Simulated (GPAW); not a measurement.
## Ga2O3 (C2/m): G0W0 on several meshes in GPAW

Wanted: mesh dependence and cost of G0W0 for Ga2O3 (C2/m).

Method: PBE and many-body steps on it, plane waves, in GPAW 26.7.0.

### 1. Set-up

The structure is monoclinic, space group C2/m (No. 12). Conventional cell: a = 12.214 Å, b = 3.037 Å, c = 5.798 Å, α = 90.00°, β = 103.83°, γ = 90.00°. Ga has 4 O at 1.83 to 1.86 Å nearest. Nearest to Ga lie 6 O at 1.94 to 2.07 Å. Nearest to O lie 3 Ga at 1.83 to 1.94 Å. Nearest to O lie 4 Ga at 1.86 to 2.07 Å. Nearest to O lie 3 Ga at 1.83 to 1.94 Å. Farther neighbours and most contacts between anions are not listed.

As a file:

```cif
data_structure
_symmetry_space_group_name_H-M 'P 1'
_symmetry_Int_Tables_number 1
_cell_length_a 6.2930
_cell_length_b 6.2930
_cell_length_c 5.7981
_cell_angle_alpha 103.414
_cell_angle_beta 103.414
_cell_angle_gamma 27.928
_cell_volume 104.42
loop_
_atom_site_label
_atom_site_type_symbol
_atom_site_fract_x
_atom_site_fract_y
_atom_site_fract_z
_atom_site_occupancy
Ga1 Ga 0.09050 0.09050 0.79460 1
Ga2 Ga 0.90950 0.90950 0.20540 1
Ga3 Ga 0.65866 0.65866 0.31402 1
Ga4 Ga 0.34134 0.34134 0.68598 1
O5 O 0.16450 0.16450 0.10980 1
O6 O 0.83550 0.83550 0.89020 1
O7 O 0.17330 0.17330 0.56320 1
O8 O 0.82670 0.82670 0.43680 1
O9 O 0.49590 0.49590 0.25660 1
O10 O 0.50410 0.50410 0.74340 1
```

The cell and positions come from the Crystallography Open Database and are kept as given unless a step says otherwise.

### 2. Empty states on the mesh, 4×4×4 mesh, 361 bands

This step: GPAW 26.7.0; DFT, PBE, plane waves, PAW.

The sums over transitions need many empty states on a uniform mesh; this step solves for them.

run.py

```python
import json
import numpy as np
from gpaw.mpi import world
from gpaw import GPAW

calc = GPAW('gs.gpw').fixed_density(kpts={'size': (4, 4, 4), 'gamma': True},
    parallel={'domain': 1, 'band': 1},
    txt='nscf.txt')
calc.diagonalize_full_hamiltonian(nbands=361)
calc.write('full.gpw', mode='all')
res = {}
kpts = calc.get_ibz_k_points()
res['kpts'] = kpts
res['eigenvalues'] = [calc.get_eigenvalues(kpt=k) for k in range(len(kpts))]
res['n_electrons'] = calc.get_number_of_electrons()

if world.rank == 0:
    with open('result.json', 'w') as f:
        json.dump(res, f, default=lambda x: x.tolist())
```

Started as:

```sh
> mpirun -n 4 gpaw python run.py
```

Numbers of over 12 decimals in the logs are rounded to 6 here.

The program printed:

```text
Diagonalizing LCAO Hamiltonian
Converting LCAO to pw mode
convergence criteria:
- Maximum integral of absolute [eigenst]ate change: 4e-08 eV^2 / valence electron
maximum number of iterations: 100

SCF iterations
|iter     |     time |      energy | eigst |  dens |
|iter:   1|  |             | +0.40 |       |
|iter:   2|  |             | -1.15 |       |
|iter:   3|  |             | -2.05 |       |
[...]
|iter:  16|  |             | -7.17 |       |
|iter:  17|  |             | -7.39 |       |
|iter:  18|  |             | -7.57c|       |
SCF steps: 18
  __  _  _
 | _ |_)|_||  |
 |__||  | ||/\| - 26.7.0

Input parameters:
  mode=PW(ecut=600.0),
  convergence={'density': 1e-06, 'bands': -3},
  gpts=array([36, 36, 35]),
  kpts=MonkhorstPack(size=(4, 4, 4), gamma=True),
  maxiter=100,
  nbands=35,
  occupations=Occupations(name='fermi-dirac', width=0.001, fixmagmom=False),
  parallel={'domain': 1, 'band': 1},
  xc=XC(name='PBE')
Matrix size: 3506x3506
# Writing to full.gpw (mode='all')
  [... matrices ...]

timing:  # [seconds]
  Total: 294.320  # ━━━━━━━━━━━━━━━━━━━━━━━━━━━━━━━━━━━━━━━━━━━━━━━━━━━━━━━━━
```

It took 5.4 min on 4 MPI ranks of Arm Neoverse V2, shared host; peak memory 5.3 GiB; 22 min of CPU time.

Numbers from this step:

* gap: 2.431 eV
* k of the valence top: 0.5, 0.5, 0.5
* k of the conduction bottom: 0, 0, 0
* least direct gap: 2.460 eV
* k points computed: 24
* lowest point of the top converged band, above the valence top: 116.6438 eV

On this mesh the gap is 2.431 eV.

### 3. 4×4×4

G0W0 replaces the xc potential by the self-energy, built once from these orbitals. Only a window of levels is corrected, while the sums run over the empty bands that the input names.

This step: G0W0 on PBE, plane waves, PAW.

run.py

```python
import json
import numpy as np
from gpaw.mpi import world
from gpaw.response.g0w0 import G0W0

gw = G0W0('full.gpw',
    filename='gw',
    kpts=[0, 23],
    bands=(22, 26),
    ecut=78,
    nbands=163,
    integrate_gamma='WS',
    ppa=True)
gw.calculate()
res = {mode: {k: v for k, v in r.items() if k != 'sigma_eskwn'}
       for mode, r in gw.all_results.items()}

if world.rank == 0:
    with open('result.json', 'w') as f:
        json.dump(res, f, default=lambda x: x.tolist())
```

Started as:

```sh
> mpirun -n 4 gpaw python run.py
```

The program printed:

```text
Using integrator: PointIntegrator
FrequencyGridDescriptor(from 0.000+0.000j to 0.000+27.211j eV, 2 points)
Nonperiodic BCs:  [False False False]
Using integrator: PointIntegrator
FrequencyGridDescriptor(from 0.000+0.000j to 0.000+27.211j eV, 2 points)
Nonperiodic BCs:  [False False False]
  ___  _ _ _
 |   || | | |
 | | || | | |
 |__ ||_____|
 |___|

BZ k-points: Symmetries present (total): 4

  [... matrices ...]
64 k-points: 4 x 4 x 4 Monkhorst-Pack grid + [1/8,1/8,1/8]
24 k-points in the irreducible part of the Brillouin zone
       k-points in crystal coordinates                weights
   0:     0.00000000    0.00000000    0.00000000          1/64
   1:     0.00000000    0.00000000    0.25000000          2/64
   2:     0.00000000    0.00000000    0.50000000          1/64
   3:     0.25000000   -0.25000000    0.00000000          2/64
   4:     0.25000000   -0.25000000    0.25000000          4/64
   5:     0.25000000   -0.25000000    0.50000000          2/64
   6:     0.25000000    0.00000000   -0.25000000          4/64
   7:     0.25000000    0.00000000    0.00000000          4/64
   8:     0.25000000    0.00000000    0.25000000          4/64
   9:     0.25000000    0.00000000    0.50000000          4/64
          ...
  23:     0.50000000    0.50000000    0.50000000          1/64

Distributing spins, k-points and bands (1 x 2 x 4) over 4 processes
Number of blocks: 1

Quasi particle states:
k-points (IBZ indices): [0, 23]
Band range: (22, 26)
  [... matrices ...]
Computational parameters:
Plane wave cut-off: 78 eV
Number of bands: 163
Coulomb cutoff: None
Broadening: 0.1 eV

fxc modes: GW
Kernel: RPA
Using Godby-Needs plasmon-pole approximation:
  Fitting energy: i*E0, E0 = 1.000 Hartree
Summing all q:

Calculating screened Coulomb potential
No Coulomb truncation
FrequencyGridDescriptor(from 0.000+0.000j to 0.000+27.211j eV, 2 points)
Removing empty qpoint cache files...

Calculating chi0 body with:
    Ground state adapter containing:
    Number of spins: 1
    Number of kpoints: 64
    Number of irreducible kpoints: 24
    Number of completely occupied states: 24
    Number of partially occupied states: 24
    Occupied states memory: 16.611328125 M / cpu

    Linear response parametrization:
    q_c: [0.0, 0.0, 0.0]
    Number of frequency points: 2
    Planewave cutoff: 78.0
    Number of bands: 163
    Number of planewaves: 165
    Broadening (eta): 1e-06
    comm.size: 4
    kncomm.size: 4
    blockcomm.size: 1

    Memory estimate of potentially large arrays:
        chi0_wGG: 0.830841 M / cpu
Integrating chi0 body.

Symmetries of q_c:
    Direct symmetries (Uq -> q): 4
    Indirect symmetries (TUq -> q): 0
In total 4 allowed symmetries.

  [... matrices ...]
24 groups of equivalent kpoints. 62.5% reduction.

Integral kind: response function
Integrating chi0 head and wings.

Symmetries of q_c:
    Direct symmetries (Uq -> q): 4
    Indirect symmetries (TUq -> q): 0
In total 4 allowed symmetries.

  [... matrices ...]
24 groups of equivalent kpoints. 62.5% reduction.

Integral kind: response function wings

Calculating chi0 body with:
    Ground state adapter containing:
    Number of spins: 1
    Number of kpoints: 64
    Number of irreducible kpoints: 24
    Number of completely occupied states: 24
    Number of partially occupied states: 24
    Occupied states memory: 16.611328125 M / cpu

    Linear response parametrization:
[... the further q-points ...]

Results:
f:      Occupation numbers
eps:     KS-eigenvalues [eV]
vxc:     KS vxc [eV]
exx:     Exact exchange [eV]
sigma:   Self-energies [eV]
dsigma:  Self-energy derivatives
Z:       Renormalization factors
qp:      QP-energies [eV]

k-point 0 (0): (0.000, 0.000, 0.000)                GW
band       f     eps     vxc     exx   sigma  dsigma       Z      qp
                                                                   GW
  22   1.000   4.721 -21.138 -26.645   4.740  -0.271   0.787   4.118
  23   1.000   4.994 -21.523 -27.160   4.870  -0.269   0.788   4.388
  24   0.000   7.453 -16.695 -12.320  -2.835  -0.184   0.845   8.754
  25   0.000  10.774 -17.097 -11.614  -3.346  -0.199   0.834  12.555

k-point 1 (23): (0.500, 0.500, 0.500)                GW
band       f     eps     vxc     exx   sigma  dsigma       Z      qp
                                                                   GW
  22   1.000   4.420 -21.067 -26.668   4.798  -0.269   0.788   3.788
  23   1.000   5.022 -21.086 -26.888   4.998  -0.274   0.785   4.391
  24   0.000  10.249 -18.334 -13.231  -3.019  -0.204   0.830  11.979
  25   0.000  10.403 -17.538 -12.342  -3.135  -0.207   0.829  12.110
```

Wall time 12 min (4 MPI ranks); peak memory 2.9 GiB.

Numbers from this step:

```yaml
g0w0_gap_on_the_points_computed: 4.363 eV
least_direct_g0w0_gap_on_the_computed_points: 4.365 eV
z_at_the_valence_top: 0.7850
z_at_the_conduction_bottom: 0.8449
starting_gap_on_the_mesh: 2.431 eV
k_of_the_valence_top: 0.5, 0.5, 0.5
k_of_the_conduction_bottom: 0, 0, 0
```

The gap on the mesh goes from 2.43 eV to 4.36 eV, a correction of +1.93 eV.

### 4. Empty states on the mesh, 4×4×2 mesh, 173 bands

This step: DFT, PBE, plane waves, PAW.

run.py

```python
import json
import numpy as np
from gpaw.mpi import world
from gpaw import GPAW

calc = GPAW('gs.gpw').fixed_density(kpts={'size': (4, 4, 2), 'gamma': True},
    nbands=201,
    convergence={'bands': 173},
    txt='nscf.txt')
calc.write('full.gpw', mode='all')
res = {}
kpts = calc.get_ibz_k_points()
res['kpts'] = kpts
res['eigenvalues'] = [calc.get_eigenvalues(kpt=k) for k in range(len(kpts))]
res['n_electrons'] = calc.get_number_of_electrons()

if world.rank == 0:
    with open('result.json', 'w') as f:
        json.dump(res, f, default=lambda x: x.tolist())
```

Started as:

```sh
> mpirun -n 4 gpaw python run.py
```

The program printed:

```text
Diagonalizing LCAO Hamiltonian
Converting LCAO to pw mode
convergence criteria:
- Maximum integral of absolute [eigenst]ate change: 4e-08 eV^2 / valence electron
maximum number of iterations: 100

SCF iterations
|iter     |     time |      energy | eigst |  dens |
|iter:   1|  |             | +4.13 |       |
|iter:   2|  |             | +2.92 |       |
|iter:   3|  |             | +1.84 |       |
[...]
|iter:  12|  |             | -6.39 |       |
|iter:  13|  |             | -6.97 |       |
|iter:  14|  |             | -7.46c|       |
SCF steps: 14
  __  _  _
 | _ |_)|_||  |
 |__||  | ||/\| - 26.7.0

Input parameters:
  mode=PW(ecut=600.0),
  convergence={'bands': 173},
  gpts=array([36, 36, 35]),
  kpts=MonkhorstPack(size=(4, 4, 2), gamma=True),
  maxiter=100,
  nbands=201,
  occupations=Occupations(name='fermi-dirac', width=0.001, fixmagmom=False),
  parallel={},
  xc=XC(name='PBE')
# Writing to full.gpw (mode='all')
  [... matrices ...]

timing:  # [seconds]
  Total: 0.065  # ━━━━━━━━━━━━━━━━━━━━━━━━━━━━━━━━━━━━━━━━━━━━━━━━━━━━━━━━━━━
```

Run time: 1.8 min. Hardware: 4 MPI ranks; peak memory 1.3 GiB.

This step gave:

| Property | Result |
| --- | --- |
| gap | 2.431 eV |
| k of the valence top | 0.5, 0.5, 0.5 |
| k of the conduction bottom | 0, 0, 0 |
| least direct gap | 2.460 eV |
| k points computed | 14 |
| lowest point of the top converged band, above the valence top | 64.3533 eV |

On this mesh the gap is 2.431 eV.

### 5. 4×4×2

This step: G0W0 on PBE, plane waves, PAW.

run.py

```python
import json
import numpy as np
from gpaw.mpi import world
from gpaw.response.g0w0 import G0W0

gw = G0W0('full.gpw',
    filename='gw',
    kpts=[0, 13],
    bands=(22, 26),
    ecut=78,
    nbands=163,
    integrate_gamma='WS',
    ppa=True)
gw.calculate()
res = {mode: {k: v for k, v in r.items() if k != 'sigma_eskwn'}
       for mode, r in gw.all_results.items()}

if world.rank == 0:
    with open('result.json', 'w') as f:
        json.dump(res, f, default=lambda x: x.tolist())
```

Started as:

```sh
> mpirun -n 4 gpaw python run.py
```

The program printed:

```text
Using integrator: PointIntegrator
FrequencyGridDescriptor(from 0.000+0.000j to 0.000+27.211j eV, 2 points)
Nonperiodic BCs:  [False False False]
Using integrator: PointIntegrator
FrequencyGridDescriptor(from 0.000+0.000j to 0.000+27.211j eV, 2 points)
Nonperiodic BCs:  [False False False]
  ___  _ _ _
 |   || | | |
 | | || | | |
 |__ ||_____|
 |___|

BZ k-points: Symmetries present (total): 4

  [... matrices ...]
32 k-points: 4 x 4 x 2 Monkhorst-Pack grid + [1/8,1/8,1/4]
14 k-points in the irreducible part of the Brillouin zone
       k-points in crystal coordinates                weights
   0:     0.00000000    0.00000000    0.00000000          1/32
   1:     0.00000000    0.00000000    0.50000000          1/32
   2:     0.25000000   -0.25000000    0.00000000          2/32
[...]
9:     0.50000000    0.00000000    0.50000000          2/32
          ...
  13:     0.50000000    0.50000000    0.50000000          1/32

Distributing spins, k-points and bands (1 x 2 x 4) over 4 processes
Number of blocks: 1

Quasi particle states:
k-points (IBZ indices): [0, 13]
Band range: (22, 26)
  [... matrices ...]
Computational parameters:
Plane wave cut-off: 78 eV
Number of bands: 163
Coulomb cutoff: None
Broadening: 0.1 eV

fxc modes: GW
Kernel: RPA
Using Godby-Needs plasmon-pole approximation:
  Fitting energy: i*E0, E0 = 1.000 Hartree
Summing all q:

Calculating screened Coulomb potential
No Coulomb truncation
FrequencyGridDescriptor(from 0.000+0.000j to 0.000+27.211j eV, 2 points)
Removing empty qpoint cache files...

Calculating chi0 body with:
    Ground state adapter containing:
    Number of spins: 1
    Number of kpoints: 32
    Number of irreducible kpoints: 14
    Number of completely occupied states: 24
    Number of partially occupied states: 24
[...]
Number of frequency points: 2
    Planewave cutoff: 78.0
    Number of bands: 163
    Number of planewaves: 165
    Broadening (eta): 1e-06
    comm.size: 4
    kncomm.size: 4
    blockcomm.size: 1

    Memory estimate of potentially large arrays:
        chi0_wGG: 0.830841 M / cpu
Integrating chi0 body.

Symmetries of q_c:
    Direct symmetries (Uq -> q): 4
    Indirect symmetries (TUq -> q): 0
In total 4 allowed symmetries.

  [... matrices ...]
14 groups of equivalent kpoints. 56.25% reduction.

Integral kind: response function
Integrating chi0 head and wings.

Symmetries of q_c:
    Direct symmetries (Uq -> q): 4
    Indirect symmetries (TUq -> q): 0
In total 4 allowed symmetries.

  [... matrices ...]
14 groups of equivalent kpoints. 56.25% reduction.

Integral kind: response function wings

Calculating chi0 body with:
    Ground state adapter containing:
    Number of spins: 1
    Number of kpoints: 32
    Number of irreducible kpoints: 14
    Number of completely occupied states: 24
    Number of partially occupied states: 24
    Occupied states memory: 16.611328125 M / cpu

    Linear response parametrization:
[... the further q-points ...]

Results:
f:      Occupation numbers
eps:     KS-eigenvalues [eV]
vxc:     KS vxc [eV]
exx:     Exact exchange [eV]
sigma:   Self-energies [eV]
dsigma:  Self-energy derivatives
Z:       Renormalization factors
qp:      QP-energies [eV]

k-point 0 (0): (0.000, 0.000, 0.000)                GW
band       f     eps     vxc     exx   sigma  dsigma       Z      qp
                                                                   GW
  22   1.000   4.721 -21.138 -26.630   4.739  -0.273   0.786   4.129
  23   1.000   4.994 -21.523 -27.240   4.935  -0.271   0.787   4.378
  24   0.000   7.453 -16.695 -12.253  -2.895  -0.185   0.844   8.758
[...]
k-point 1 (13): (0.500, 0.500, 0.500)                GW
band       f     eps     vxc     exx   sigma  dsigma       Z      qp
                                                                   GW
[...]
24   0.000  10.249 -18.334 -13.242  -3.022  -0.204   0.831  11.968
  25   0.000  10.403 -17.538 -12.353  -3.138  -0.207   0.828  12.099
```

Wall time 3.7 min (4 MPI ranks); peak memory 1.9 GiB.

Numbers from this step:

- G0W0 gap on the points computed: 4.361 eV
- least direct G0W0 gap on the computed points: 4.380 eV
- Z at the valence top: 0.7844
- Z at the conduction bottom: 0.8440
- starting gap on the mesh: 2.431 eV
- k of the valence top: 0.5, 0.5, 0.5
- k of the conduction bottom: 0, 0, 0

Against G0W0 in GPAW (4×4×4 mesh, 163 bands, screening to 78 eV, Godby-Needs plasmon pole), the gap moves by −0.002 eV.

### 6. The runs together

Times are wall times on 4 MPI ranks of Arm Neoverse V2, shared host, good to a factor of about two.

```csv
run,mesh,bands,screening cutoff (eV),DFT gap (eV),gap on the mesh (eV),direct (eV),time
4×4×4,4×4×4,163,78,2.431,4.363,4.365,12 min
4×4×2,4×4×2,163,78,2.431,4.361,4.380,3.7 min
```

### 7. Summary of results

| Item | Value |
| --- | --- |
| 4×4×4 | 4.363 eV |
| 4×4×2 | 4.361 eV |
| known limits | not at the basis limit; no spin-orbit coupling; coarse k mesh |

In words: 4×4×2: −0.002 eV against 4×4×4. Bands and cutoff are finite, so the gap is not at the basis limit. The miss can reach some tenths of an eV and take either sign; the mesh is an error of its own. These stock PAW sets were not made for GW; the filled d or f shell of Ga lies in the frozen core, which bears on start and correction. In the G0W0 runs levels were corrected at 2 k points alone, so a gap called «on the mesh» is the least over those, and an edge elsewhere would be missed. The many-body steps are scalar-relativistic: spin-orbit coupling is not in them.

[Paths, hosts, dates, memory and timing lines, banners, echoed tables and standing remarks are left out of the program output.]

[Logs are printed without paths, hosts, clocks, repeated set-up lines and the standing remarks that a program may print on its own settings, such as how far it seeks lower states.]

[Runs of the session that timed out or met a known fault of the program may be left out.]

[Hosts, paths, dates, database ids (printed as entryN), source tags and the programs' standing remarks are cut or masked in the printed files.]
